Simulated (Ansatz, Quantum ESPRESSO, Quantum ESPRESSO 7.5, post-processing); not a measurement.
**Ballistic transmission: vacuum gap of 4.0 Å between two Pt(100) faces**

Wanted: the transmission near the Fermi level and the conductance of this junction: vacuum gap of 4.0 Å between two Pt(100) faces.

Main program and level: Quantum ESPRESSO 7.5; plane-wave DFT, PBE, GBRV ultrasoft pseudopotentials (cross-check by Ansatz 0.2.0 with PAW datasets).

### Step 1. The structure

The cell holds 16 atoms: 16 Pt. Its edges and angles: a = 2.807 Å, b = 2.807 Å, c = 33.775 Å, α = 90.0°, β = 90.0°, γ = 90.0°. It derives from Pt. Regions: left lead, 8 atoms (8 Pt); right lead, 8 atoms (8 Pt). The structure is stacked along c, and the current runs across the ab planes.

### Step 2. Self-consistent run

One periodic cell holds a stretch of lead, the junction and more lead; the atoms stay as built.

scf.in

```
&control
  prefix = 'scf'
  outdir = './out'
  pseudo_dir = './pseudo'
  calculation = 'scf'
  tprnfor = .true.
/
&system
  ibrav = 0
  nat = 16
  ntyp = 1
  ecutwfc = 40
  ecutrho = 200
  occupations = 'smearing'
  smearing = 'mv'
  degauss = 0.01
/
&electrons
  conv_thr = 1e-07
  mixing_beta = 0.25
  electron_maxstep = 120
  mixing_mode = 'local-TF'
/
ATOMIC_SPECIES
  Pt  195.0840  pt_pbe_v1.4.uspp.F.UPF
CELL_PARAMETERS angstrom
  2.80721392131059 0.00000000000000 0.00000000000000
  0.00000000000000 2.80721392131059 0.00000000000000
  0.00000000000000 0.00000000000000 33.77500000000000
ATOMIC_POSITIONS crystal
  Pt  0.000000000000 0.000000000000 0.000000000000
  Pt  0.500000000000 0.500000000000 0.058771280533
  Pt  0.000000000000 0.000000000000 0.117542561066
  Pt  0.500000000000 0.500000000000 0.176313841599
  Pt  0.000000000000 0.000000000000 0.235085122132
  Pt  0.500000000000 0.500000000000 0.293856402665
  Pt  0.000000000000 0.000000000000 0.352627683198
  Pt  0.500000000000 0.500000000000 0.411398963731
  Pt  0.000000000000 0.000000000000 0.529829755736
  Pt  0.500000000000 0.500000000000 0.588601036269
  Pt  0.000000000000 0.000000000000 0.647372316802
  Pt  0.500000000000 0.500000000000 0.706143597335
  Pt  0.000000000000 0.000000000000 0.764914877868
  Pt  0.500000000000 0.500000000000 0.823686158401
  Pt  0.000000000000 0.000000000000 0.882457438934
  Pt  0.500000000000 0.500000000000 0.941228719467
K_POINTS automatic
  8 8 1 0 0 0
```

The run is started by

```console
$ OMP_NUM_THREADS=1 mpirun -n 4 pw.x -nk 4 -in scf.in > scf.out
```

Then come: the open system; transmission with pwcond.x, with ewind = 1.0; cross-check with Ansatz; all levels side by side; A check by hand. Settings of the main run: cutoff 40 Ry, smearing, Marzari-Vanderbilt smearing, smearing width 0.01 Ry, SCF threshold 1.00e-7 Ry, gbrv-pbe-1.5 potentials, 8×8×1 k-mesh, mpi ranks 4, pools 4, omp threads 1.

Q: Predict the conductance from T at the Fermi level, a cell (G₀ = 2e²/h).

The junction conducts 0.265 G₀ a cell at the Fermi level (PBE, GBRV ultrasoft). At the Fermi level the junction passes 11 % of what the leads offer. At the Fermi level pwcond and Ansatz differ by 0.28 %, a close match.

| Quantity | Value |
| --- | --- |
| conductance from T at the Fermi level, a cell (G₀ = 2e²/h) | 0.265 G₀ |
| conductance per area | 261 S/μm² |
| lead channels per spin | 2.38 |
| the same conductance by Ansatz | 0.266 G₀ |

The mean rests on 15 distinct points, the heaviest weighing 0.12, and the mesh was not tested, so even the second digit is unsure. Over -0.4 to 0.4 eV, T lies between 0.23 and 0.40 per spin. The geometry is as built, not relaxed, and the leads are short. Semilocal functionals lack the image potential in a vacuum gap. Spin-orbit coupling is left out; depending on the atoms that carry the levels of interest, it can split and shift them by tenths of an eV to an eV or more.

[Logs are printed without paths, hosts, clocks, repeated set-up lines and the standing remarks that a program may print on its own settings, such as how far it seeks lower states.]

[Hosts, paths, dates, database ids (printed as entryN), source tags and the programs' standing remarks are cut or masked in the printed files.]

[Maps of the electrostatic potential energy from Ansatz leave out the sawtooth potential of an applied field or a dipole correction, so their vacuum need not be flat; planar profiles and work functions include it.]
